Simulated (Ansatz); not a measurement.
# Structural relaxation of a frame of liquid dimethyl carbonate from 300 K (108 atoms), part 3 of 3

Wanted: the relaxed structure of a frame of liquid dimethyl carbonate from 300 K (108 atoms) and its electronic structure.

Ansatz 0.2.0; Kohn-Sham DFT, r2SCAN+D3(BJ), PAW (set soft_2), plane waves.

The cell: 27 C, 27 O and 54 H. The network of contacts between molecules at the start is that of the classical potential that made the cell. Only the Γ point is sampled, in a cell whose shortest periodic width is 11 Å.

So far, density (g/cm³): step 4 (local order after relaxation) 1.07.

**5. Single point at the relaxed geometry**

The electronic structure is read at the final geometry, in a run of its own.

The input, input.yaml:

```yaml
crystal:
  lattice:
    - [10.78542, 0.0, 0.0]
    - [0.0, 10.78542, 0.0]
    - [0.0, 0.0, 10.78542]
  atoms:
    - { symbol: C, position: [0.94937, 0.13075, 0.72984] }
    - { symbol: O, position: [0.83997, 0.1314, 0.80631] }
    - { symbol: C, position: [0.80671, 0.0205, 0.84921] }
    - { symbol: O, position: [0.86019, 0.92363, 0.83008] }
    - { symbol: O, position: [0.70515, 0.0352, 0.91776] }
    - { symbol: C, position: [0.66362, 0.92518, 0.98045] }
    - { symbol: H, position: [0.96551, 0.22722, 0.70649] }
    - { symbol: H, position: [0.93387, 0.07671, 0.64615] }
    - { symbol: H, position: [0.02792, 0.09322, 0.7806] }
    - { symbol: H, position: [0.7366, 0.89009, 0.04067] }
    - { symbol: H, position: [0.58456, 0.95445, 0.03529] }
    - { symbol: H, position: [0.63747, 0.85472, 0.913] }
    - { symbol: C, position: [0.38569, 0.26447, 0.19091] }
    - { symbol: O, position: [0.29223, 0.22165, 0.1046] }
    - { symbol: C, position: [0.23487, 0.1179, 0.13844] }
    - { symbol: O, position: [0.25511, 0.05823, 0.23117] }
    - { symbol: O, position: [0.15004, 0.09058, 0.05225] }
    - { symbol: C, position: [0.07821, 0.98149, 0.07962] }
    - { symbol: H, position: [0.41125, 0.35623, 0.15904] }
    - { symbol: H, position: [0.46566, 0.20287, 0.18922] }
    - { symbol: H, position: [0.34775, 0.26902, 0.28413] }
    - { symbol: H, position: [0.01613, 0.96926, 0.00137] }
    - { symbol: H, position: [0.1388, 0.9013, 0.0892] }
    - { symbol: H, position: [0.02589, 0.99394, 0.16504] }
    - { symbol: C, position: [0.95883, 0.67312, 0.0229] }
    - { symbol: O, position: [0.92619, 0.75158, 0.12625] }
    - { symbol: C, position: [0.93972, 0.69921, 0.23795] }
    - { symbol: O, position: [0.97047, 0.59346, 0.2578] }
    - { symbol: O, position: [0.91461, 0.78565, 0.32279] }
    - { symbol: C, position: [0.92066, 0.74271, 0.44906] }
    - { symbol: H, position: [0.90056, 0.59089, 0.02057] }
    - { symbol: H, position: [0.05594, 0.64594, 0.02991] }
    - { symbol: H, position: [0.94325, 0.73007, 0.94132] }
    - { symbol: H, position: [0.8482, 0.67429, 0.46471] }
    - { symbol: H, position: [0.0114, 0.70288, 0.46845] }
    - { symbol: H, position: [0.90512, 0.82468, 0.50544] }
    - { symbol: C, position: [0.61988, 0.37393, 0.46232] }
    - { symbol: O, position: [0.5837, 0.40566, 0.33762] }
    - { symbol: C, position: [0.60532, 0.52273, 0.30563] }
    - { symbol: O, position: [0.65298, 0.60182, 0.36912] }
    - { symbol: O, position: [0.56484, 0.53781, 0.18929] }
    - { symbol: C, position: [0.58597, 0.6588, 0.13799] }
    - { symbol: H, position: [0.71945, 0.385, 0.47327] }
    - { symbol: H, position: [0.59308, 0.27771, 0.47395] }
    - { symbol: H, position: [0.57058, 0.43187, 0.52829] }
    - { symbol: H, position: [0.53617, 0.65968, 0.05043] }
    - { symbol: H, position: [0.55058, 0.73005, 0.20015] }
    - { symbol: H, position: [0.68482, 0.67311, 0.12287] }
    - { symbol: C, position: [0.42314, 0.11189, 0.6816] }
    - { symbol: O, position: [0.37322, 0.19887, 0.59328] }
    - { symbol: C, position: [0.2572, 0.17527, 0.55731] }
    - { symbol: O, position: [0.19329, 0.0902, 0.59318] }
    - { symbol: O, position: [0.22401, 0.26228, 0.47644] }
    - { symbol: C, position: [0.10132, 0.2482, 0.42543] }
    - { symbol: H, position: [0.51397, 0.14821, 0.70561] }
    - { symbol: H, position: [0.43069, 0.02031, 0.6399] }
    - { symbol: H, position: [0.3639, 0.10757, 0.76338] }
    - { symbol: H, position: [0.03177, 0.25605, 0.498] }
    - { symbol: H, position: [0.09128, 0.32367, 0.3596] }
    - { symbol: H, position: [0.09277, 0.15873, 0.37982] }
    - { symbol: C, position: [0.284, 0.82176, 0.3822] }
    - { symbol: O, position: [0.32305, 0.71528, 0.45312] }
    - { symbol: C, position: [0.419, 0.73648, 0.5277] }
    - { symbol: O, position: [0.47382, 0.83383, 0.5385] }
    - { symbol: O, position: [0.44392, 0.63252, 0.58976] }
    - { symbol: C, position: [0.54744, 0.64295, 0.67311] }
    - { symbol: H, position: [0.36025, 0.85754, 0.32691] }
    - { symbol: H, position: [0.25039, 0.89472, 0.44332] }
    - { symbol: H, position: [0.20988, 0.7883, 0.32293] }
    - { symbol: H, position: [0.55151, 0.55459, 0.7211] }
    - { symbol: H, position: [0.63196, 0.65902, 0.62025] }
    - { symbol: H, position: [0.53145, 0.7178, 0.7387] }
    - { symbol: C, position: [0.67507, 0.99374, 0.42433] }
    - { symbol: O, position: [0.76689, 0.08821, 0.40152] }
    - { symbol: C, position: [0.75915, 0.14174, 0.29031] }
    - { symbol: O, position: [0.6854, 0.11603, 0.20984] }
    - { symbol: O, position: [0.84649, 0.22902, 0.28368] }
    - { symbol: C, position: [0.84602, 0.29953, 0.1699] }
    [... 24 atom lines left out ...]
    - { symbol: H, position: [0.9117, 0.48614, 0.61298] }
    - { symbol: H, position: [0.95488, 0.45444, 0.7697] }
    - { symbol: H, position: [0.86113, 0.58523, 0.7356] }
    - { symbol: H, position: [0.48137, 0.26129, 0.92154] }
    - { symbol: H, position: [0.6282, 0.24744, 0.99604] }
    - { symbol: H, position: [0.55135, 0.39372, 0.99294] }
kpoints:
  mp_grid: { grid: [1, 1, 1] }
hamiltonian:
  xc: r2scan
  dispersion: d3bj
scf:
  occupations: { method: fixed }
output:
  forces: true
  stress: true
  populations: true
  dos:
    method: { smearing: { sigma: 0.1 } }
    de: 0.1
    projected: { site_lists: { C: [C], H: [H], O: [O] } }
  eigenvalues: true
  write_density: true
  write_potential: true
  volumetric_format: npy
```

Launch:

```
$ ansatz run input.yaml --threads 4 --pin off --max-ram 8192MiB --backend cpu --events-out ev --progress --plain --runs-dir out
```

Output:

```text
[...]
Crystal: 108 atoms, lattice volume = 1254.617 Å³
Basis set: ecut = 500 eV, 31799 PW (Γ), exchange–correlation on 320×320×320 points (64 copies of the dense FFT grid, shifted against one another)
Bands: 270, of which v1, the nominal top of the filled ones, is band 162 counted from 1 (161 counted from 0)
Symmetry: 1 space group operations
[...]
k-points: 1
[...]
SCF iter   1: F=—  HF=-23001.766265 eV  |F-HF|=—  |Δ(HF+E_count)|=         —  Δρ=7.34e-3  dr2=5.72e-1  dr2_τ=8.79e0  ethr=1.77e-3  ⟨swp⟩=5.0  Hψ=933  notcnv=0  defer=104
[...]
SCF iter  10: F=-23000.655223 eV  HF=-23000.655223 eV  |F-HF|=7.57e-8  |Δ(HF+E_count)|=   5.17e-7  Δρ=1.98e-6  dr2=4.91e-8  dr2_τ=6.17e-9  ethr=3.09e-11  ⟨swp⟩=21.0  Hψ=2627  notcnv=0
SCF 1 converged in 10 iterations: F = -23000.655223 eV  dr2 = 4.91e-8
[...]
WARN: The input density's exchange-correlation potential varies sharply where the density is thin. Do not read a vacuum level from v_tot or v_xc, or from such a field of the output density. On a cell that repeats whose density bears no net charge and no dipole along the vacuum's axis use v_es (v_loc + v_h of the components); [...]
SCF converged after 10 iterations
Free energy (F): -23000.655223 eV
[...]
Internal energy: -23000.655223 eV  (E = F + TS)
E sigma→0 (E₀):  -23000.655223 eV
Fermi energy:    -2.436243 eV
[...]
--- Forces (eV/Å), atoms counted from 1 ---
  atom   1  C     -0.00786461     0.00589842     0.01006797
  atom   2  O     -0.00573265    -0.00665103    -0.01132129
  atom   3  C      0.00381388     0.01885923     0.02863800
  atom   4  O     -0.00124293    -0.00679415    -0.01059679
  atom   5  O      0.00509284    -0.00336917    -0.00753535
  atom   6  C     -0.00672959     0.00448646    -0.00284331
  atom   7  H     -0.00007857     0.00332981    -0.00084660
  atom   8  H      0.00153217    -0.00391175    -0.01211338
  atom   9  H      0.00834352    -0.00675793     0.00563527
  atom  10  H      0.00443841    -0.00183954     0.00343167
  atom  11  H      0.00238176     0.00034641    -0.00010009
  atom  12  H      0.00115188    -0.00311714    -0.00245351
  atom  13  C     -0.00094417    -0.00534383    -0.00162966
  atom  14  O     -0.00166803     0.00686384    -0.00292722
[...]
atom 107  H     -0.00055156    -0.00013213    -0.00054447
  atom 108  H      0.00074761    -0.00122130    -0.00013786
  max |Σ_I F_I| component: 6.79e-5 eV/Å
--- Stress (GPa, compression-positive) ---
       -0.420310       0.027017      -0.024126
        0.027017      -0.414487      -0.000669
       -0.024126      -0.000669      -0.394165
  P = ⅓ Tr σ = -0.4097 GPa (-4.097 kbar)
--- Band table (eV) ---
[...]
--- Löwdin populations: 108 sites ---
  site symbol       q [e]
     0      C      4.2039
     1      O      6.2900
     2      C      3.2463
[...]
107      H      0.8061
  spilling = 0.014437 (of n_electrons = 324.000000)
```

It took 13 s on 4 threads of AMD EPYC 9R45, shared host; peak memory 3 GiB; 50 s of CPU time.

The program notes that the exchange-correlation potential is rough where the density is thin.

Read from the output:

| Property | Result |
| --- | --- |
| free energy | -23000.6552 eV |
| free energy per atom | -212.9690 eV/atom |
| SCF cycles | 10 |
| pressure | -0.4097 GPa |
| r.m.s. force component | 0.006 eV/Å |
| longest force | 0.0345 eV/Å |
| Fermi energy | -2.436 eV |
| gap (highest filled to lowest empty level) | 6.273 eV |
| spilling of the projection | 0.01444 |

Löwdin charges by element and coordination (they lack the spilled electrons, 0.043 e an atom on average):

```
element  coordination  atoms  mean charge (e)  spread   least    most
      C           all     27            0.109   0.457  -0.227   0.757
      C             3      9            0.755  0.0022    0.75   0.757
      C             4     18           -0.213  0.0061  -0.227  -0.204
      H           all     54            0.208  0.0103   0.194   0.232
      O           all     27           -0.353  0.0855   -0.48  -0.282
      O             1      9           -0.473   0.005   -0.48  -0.464
      O             2     18           -0.292  0.0051  -0.301  -0.282
```

Density of states as counts of states in windows of 1 eV (from the Fermi level), total and the larger projections:

```
from (eV)  to (eV)  total   O p   C p  H s  O s
      -10       -9    0.0   0.0   0.0  0.0  0.0
       -9       -8    2.3   0.6   0.6  0.4  0.3
       -8       -7   20.2   6.3   5.3  3.3  2.3
       -7       -6   22.4  10.4   8.6  1.7  1.0
       -6       -5   27.0  14.7   6.6  1.7  3.2
       -5       -4   36.4  11.4  16.0  7.5  0.7
       -4       -3   26.9   9.1  11.8  5.0  0.6
       -3       -2   30.9   9.7  12.0  7.4  1.3
       -2       -1   14.1   7.9   2.8  2.3  0.7
       -1        0   50.9  43.2   3.0  4.1  0.0
        0        1    2.7   2.7   0.0  0.0  0.0
        1        5    0.0   0.0   0.0  0.0  0.0
```

With fixed occupations the program's Fermi level is the highest filled level; weight inside the gap is the broadening of levels at its edges.

Between -24 and -10 eV lie 90 more states.

The levels nearest the highest filled one (over half full), pooled over k-points and spins:

```
level less the highest filled one (eV)  occupation
                                -0.138           2
                               -0.0957           2
                               -0.0787           2
                               -0.0773           2
                               -0.0317           2
                                     0           2
                                  6.27           0
                                  6.92           0
                                  6.97           0
                                  7.04           0
                                  7.07           0
                                  7.10           0
```

Valence density in the bc plane at fractional x = 0.568, with atoms of H and O and C within 0.2 Å of it. It is the smooth field of the valence electrons, not physical close to the nuclei.

Ten steps, logarithmic in the rise over the least value, from '0' (0.0 e/Å³) to '9' (6.4 e/Å³), each cell a mean:
```
200001356777531000011000122343
100001356765420000000000122221
000000235664310000000000112110
000000124675310000000000000000
000000024665310011112210000000
000111012443211244444432000000
001222101111001366666642000000
001222100000001246777531000000
000111000000000124676421100000
000000000011221112454311221000
000000011224553101122112332100
110000124455664100000011222111
332100135666653111100001111112
553100124455542122221000000123
553100011257864344431000000013
221000000269986555431000000011
000000000258876665321100000000
000110000134545676322221000000
001111000001135898545553100000
001111000000136998767763100000
000000000000024776667642100000
100000000000012334577531000122
210000122223210012466420002355
310001245556531001233210012455
```
Columns run along b (10.8 Å), rows up along c (10.8 Å). Atoms in or near the plane, at fractional coordinates: H at (0.95, 0.04), O at (0.41, 0.34), O at (0.54, 0.19), C at (0.66, 0.14), H at (0.43, 0.53), H at (0.73, 0.20), H at (0.55, 0.72), H at (0.03, 0.41), C at (0.31, 0.94), H at (0.39, 0.99).

Electrostatic potential energy in the bc plane at fractional x = 0.568, with atoms of H and O and C within 0.2 Å of it. With pseudopotentials it is smooth inside the atoms' cores, unlike the true potential.

Values in eV, 13 rows by 16 columns, each cell a mean:
```
  4   5   5   1 -30 -36 -12   2   4   4   4   4   4   3   2   2
  4   5   5   3 -10 -18   0   4   4   4   4   4   4   3   3   4
  5   4   4   4   2 -10   2   4   2   2   3   1   3   4   4   4
  4   3   1   3   5   5   5   4 -10 -18 -22  -9   2   5   5   5
  4   4   3   4   5   5   4   4   2 -12 -32  -7   4   5   5   5
  5   4   4   4   4   3  -5  -7   3   3   1   3   5   5   6   5
  3   4   4   2 -12  -9 -18  -8   4   5   5   5   5   5   5   4
-20  -2   4   3   0  -6 -16  -3   2   3   5   5   5   5   5   2
  2   4   5   5   5  -5 -38 -25 -27  -7   4   5   5   5   5   4
  5   5   5   5   5   4  -4  -8 -32 -11   1   0   2   4   5   5
  5   6   5   5   5   5   5  -2 -38 -29 -24 -24  -5   4   4   5
  4   5   5   5   4   4   5   5  -3  -8 -31 -15   2   4   3   1
  2   5   5   3  -2  -3 -10   2   4   3  -7   0   3   3  -1 -20
```
Columns run along b (10.8 Å; values clipped at the 3rd and 97th percentile), rows up along c (10.8 Å). Atoms in or near the plane, at fractional coordinates: H at (0.95, 0.04), O at (0.41, 0.34), O at (0.54, 0.19), C at (0.66, 0.14), H at (0.43, 0.53), H at (0.73, 0.20), H at (0.55, 0.72), H at (0.03, 0.41), C at (0.31, 0.94), H at (0.39, 0.99).

Mean Löwdin charges: C +0.11, H +0.21, O -0.35 e (they miss 1.4 % of the electrons, so they add up to more than the cell's charge). The largest share in the top eV of filled states is O p (86 % of the projected weight), and in the lowest eV of empty states C p (48 % of the projected weight).

A closer look about H71, picked at random: 13 atoms, nearest first, numbered in the order of the input, with positions taken from that point.

```
atom      x      y      z  distance (Å)  bonds  Löwdin charge (e)
 H71   0.00   0.00   0.00          0.00      1               0.20
 C66  -0.91  -0.17   0.57          1.09      4              -0.21
 H70  -0.87  -1.13   1.09          1.79      1               0.21
 H72  -1.08   0.63   1.28          1.79      1               0.20
 O65  -2.03  -0.29  -0.33          2.07      2              -0.29
 C63  -2.30   0.84  -1.00          2.64      3               0.76
 O64  -1.71   1.89  -0.88          2.69      1              -0.48
 H45  -0.66  -2.45  -0.99          2.72      1               0.20
 O40   0.23  -0.62  -2.71          2.79      1              -0.47
 H34   2.33   0.16  -1.68          2.88      1               0.21
H105   2.47  -0.80   1.24          2.88      1               0.20
 O98   1.52  -2.64   1.04          3.22      2              -0.29
 C97   2.70  -1.82   0.96          3.40      4              -0.22
```

The column of bonds counts only the pairs H-C within 1.34 Å, C-O within 1.73 Å; other neighbours, such as metal atoms beside each other in a compound, aren't counted, and periodic images can show an atom twice.

**6. Outcome**

* energy change in the relaxation: -53.1 meV/atom
* r.m.s. displacement: 0.796 Å
* largest displacement: 2.009 Å
* free energy per atom: -212.9690 eV/atom
* pressure: -0.4097 GPa
* r.m.s. force component: 0.006 eV/Å
* gap (highest filled to lowest empty level): 6.273 eV
* wall time of the 3 DFT runs: 3.7 min

What this shows: Relaxation lowers the energy by 53.1 meV/atom and moves atoms by 0.80 Å r.m.s.; the r.m.s. force component goes from 1.0 to 0.006 eV/Å, the pressure goes from -1.4 to -0.41 GPa, and the gap from 5.97 to 6.27 eV. By the final cutoffs no bond was broken or made. From the first step to the last the energy fell by 5.735 eV, and the largest move was 2.01 Å (H91). The C-O bonds change most in mean length: from 1.359 Å (spread 0.080) to 1.352 Å (spread 0.086). With the cutoffs above, 67 % of C atoms have 4, all H atoms have 1 and 67 % of O atoms have 2 bonded neighbours. Between filled and empty levels lie 6.27 eV (at Γ alone); a semilocal functional tends to put such gaps too low. In a disordered cell it changes from sample to sample and from frame to frame.

What to keep in mind: The network of contacts between molecules at the start is that of the classical potential that made the cell; in DFT atoms moved by 0.80 Å r.m.s.

[Logs are printed without paths, hosts, clocks, repeated set-up lines and the standing remarks that a program may print on its own settings, such as how far it seeks lower states.]

[Hosts, paths, dates, database ids (printed as entryN), source tags and the programs' standing remarks are cut or masked in the printed files.]
